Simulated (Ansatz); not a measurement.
# Nb wire along [111], 14 atoms a period: bands along the axis, part 2 of 2

Aim: is the Nb wire along [111], 14 atoms a period a metal or a semiconductor?

Ansatz 0.2.0; DFT PBE, plane waves, PAW; relaxation of a wire's period; PAW set soft_1 (the session's first sound run).

So far: Set-up; The relaxed wire.

**2. The relaxed wire (continued)**

The steps of the relaxation:

| step | energy less that of the first step (eV) | largest force component (eV/Å) | pressure (GPa) | volume (Å³) |
| --- | --- | --- | --- | --- |
| 1 | 0.0000 | 1.5107 | -5.24 | 644.20 |
| 2 | -1.2064 | 1.2944 | 1.15 | 614.13 |
| 3 | -1.3966 | 0.7335 | -0.02 | 617.33 |
| 4 | -1.4025 | 0.2930 | 0.25 | 605.89 |
| 5 | -1.4885 | 0.0661 | -0.26 | 611.95 |
| 6 | -1.4897 | 0.1104 | -0.08 | 608.93 |
| 7 | -1.4959 | 0.0378 | -0.13 | 610.74 |
| 8 | -1.4969 | 0.0102 | -0.11 | 611.01 |
| 9* | -1.4954 | 0.0101 | -0.11 | 611.01 |

Relaxation steps marked * repeat the geometry before them on a plane-wave basis chosen anew for their cell, so energy and pressure can jump there.

Forces are held to the 2 operations that the run works with; a distortion that breaks them can't arise in this run.

```
cell as run  before  after  change
      c (Å)   2.867  2.719  -5.2 %
```

The atoms that moved most (Å, along periodic axes as changes of fractional coordinates times the final cell, across vacuum about the mean position):

```csv
atom,dx,dy,dz,length
Nb10,0.028,-0.199,-0.031,0.203
Nb13,-0.028,0.199,0.031,0.203
Nb4,0.063,0.028,0.187,0.199
Nb7,-0.063,-0.028,-0.187,0.199
Nb1,0.132,-0.137,0.031,0.193
Nb12,-0.132,0.137,-0.031,0.193
Nb14,0.046,0.059,-0.091,0.118
Nb8,-0.046,-0.059,0.091,0.118
```

Numbers from this step:

```yaml
energy_at_zero_smearing: -63719.5652 eV
cell_length_along_the_wire: 2.719 Å
```

The cell's length comes to 2.719 Å with spin left out.

**3. The wire at its relaxed period**

This step: DFT PBE, plane waves, PAW; bands of a perfect wire; PAW set soft_1 (Ansatz 0.2.0).

At the relaxed period the bands are computed along the axis; those that cross an energy going forward count the channels that a perfect wire would open there.

File input.yaml:

```yaml
crystal:
  lattice:
    - [13.822, 0.0, 0.0]
    - [0.0, 16.259, 0.0]
    - [0.0, 0.0, 2.7188371408]
  atoms:
    - { symbol: Nb, position: [0.255567346, 0.69933465, 0.011417274] }
    - { symbol: Nb, position: [0.413795409, 0.457516988, 0.026429817] }
    - { symbol: Nb, position: [0.588897387, 0.708374925, 0.96753895] }
    - { symbol: Nb, position: [0.250534563, 0.377038204, 0.401933837] }
    - { symbol: Nb, position: [0.416705845, 0.621789064, 0.333336316] }
    - { symbol: Nb, position: [0.583263069, 0.378210936, 0.33333035] }
    - { symbol: Nb, position: [0.749434352, 0.622961796, 0.26473283] }
    - { symbol: Nb, position: [0.242622043, 0.537940699, 0.700107348] }
    - { symbol: Nb, position: [0.411071527, 0.291625075, 0.699127716] }
    - { symbol: Nb, position: [0.417320775, 0.778649376, 0.655237713] }
    - { symbol: Nb, position: [0.586173506, 0.542483012, 0.640236849] }
    - { symbol: Nb, position: [0.744401569, 0.30066535, 0.655249393] }
    - { symbol: Nb, position: [0.58264814, 0.221350624, 0.011428954] }
    - { symbol: Nb, position: [0.757346872, 0.462059301, 0.966559319] }
kpoints:
  mp_grid: { grid: [1, 1, 30] }
  band_path: { path: ["Γ", Z], npoints: 90 }
scf:
  occupations: { method: fermi_dirac, width: 0.05 }
hamiltonian:
  xc: pbe
  pseudopotentials: { kind: paw, azcp: { folder: soft_1 } }
output:
  dos: { e_range: [-5, 4] }
  write_potential: true
  write_density: true
  volumetric_format: npy
```

The run is started by

```
$ ansatz run input.yaml --threads 4 --pin off --max-ram 16384MiB --backend cpu --events-out ev --progress --plain --runs-dir out
```

Numbers of over 12 decimals in the logs are rounded to 6 here.

What it wrote:

```text
[...]
Crystal: 14 atoms, lattice volume = 611.009 Å³
Basis set: ecut = 420 eV, 11997 PW (Γ)
Bands: 110, of which v1, the nominal top of the filled ones, is band 91 counted from 1 (90 counted from 0)
Symmetry: 2 space group operations
[...]
k-points: 16 of 30
[...]
SCF iter   1: F=—  HF=-63736.406978 eV  |F-HF|=—  |Δ(HF+E_count)|=         —  Δρ=5.81e-2  dr2=1.55e2  ethr=3.10e-3  ⟨swp⟩=9.8  Hψ=8539  notcnv=0  defer=7
[...]
SCF iter  12: F=-63719.624595 eV  HF=-63719.624595 eV  |F-HF|=1.83e-8  |Δ(HF+E_count)|=   5.34e-8  Δρ=1.88e-6  dr2=5.93e-8  ethr=5.49e-11  ⟨swp⟩=19.1  Hψ=6733  notcnv=0
SCF 1 converged in 12 iterations: F = -63719.624595 eV  dr2 = 5.93e-8
[...]
NSCF: frozen V_eff on 91 k-points
WARN: The output density's exchange-correlation potential varies sharply where the density is thin. Do not read a vacuum level from v_tot or v_xc, or from such a field of the output density. On a cell that repeats whose density bears no net charge and no dipole along the vacuum's axis use v_es (v_loc + v_h of the components); under efield.dipole_correction with no amplitude use v_es + v_field, which holds any externa [...]
SCF converged after 12 iterations
Free energy (F): -63719.624595 eV
[...]
Internal energy: -63719.501883 eV  (E = F + TS)
E sigma→0 (E₀):  -63719.563239 eV
Entropy (-TS):   -0.122712 eV (-8.765 meV/atom)
Fermi energy:    5.293831 eV
[...]
--- Band table (eV; the first three rows and the last of 16) ---
  k-point 0: bands = [... 87 lower, 4.6479, 4.7909, 4.9749, 5.0426, 5.0552, 5.1061, 5.2897, 5.4664, ... 15 higher]
  k-point 1: bands = [... 87 lower, 4.6841, 4.7888, 4.9335, 5.0270, 5.0450, 5.1230, 5.2731, 5.4592, ... 15 higher]
  k-point 2: bands = [... 87 lower, 4.7478, 4.8159, 4.8418, 4.9761, 5.0192, 5.1390, 5.2331, 5.4361, ... 15 higher]
  k-point 15: bands = [... 87 lower, 5.6174, 5.6196, 6.0159, 6.0616, 6.1646, 6.1995, 6.2937, 6.3953, ... 15 higher]
```

Run time: 90 s. Hardware: 4 threads of Arm Neoverse V2, shared host; peak memory 3.3 GiB.

Reading the cycles: dr2 is the Hartree energy of the density residual (eV), the measure of convergence; HF is the Harris–Foulkes estimate of the energy, which meets the free energy F at convergence.

This step gave:

* energy at zero smearing: -63719.5632 eV
* band gap: 0 eV

The electronic bands at the labelled points (eV, zero at the Fermi level; # counts the bands kept):

```
  point    #32    #33    #34    #35    #36    #37   #38   #39
      Γ  -0.65  -0.50  -0.32  -0.25  -0.24  -0.19  0.00  0.17
halfway  -0.34  -0.19  -0.10  -0.05   0.02   0.06  0.21  0.22
      Z   0.32   0.33   0.72   0.77   0.87   0.91  1.00  1.10
```

Between Γ and Z the bands cross the Fermi level 9 times, so a perfect wire would conduct at least 9 G₀, with spin left out.

**4. Summary of results**

```yaml
cell_length_pbe: 2.719 Å
ballistic_conductance_by_band_crossings_a_lower_bound_pbe: 9 G₀
```

What this shows: Under PBE the cell's length is 2.72 Å, and the bands cross the Fermi level 9 times between Γ and Z, which gives a perfect wire at least 9 G₀ (opposite crossings within one step of the path cancel in such a count). No spin was allowed, though thin wires with open d shells can turn magnetic.

[Logs are printed without paths, hosts, clocks, repeated set-up lines and the standing remarks that a program may print on its own settings, such as how far it seeks lower states.]

[Hosts, paths, dates, database ids (printed as entryN), source tags and the programs' standing remarks are cut or masked in the printed files.]
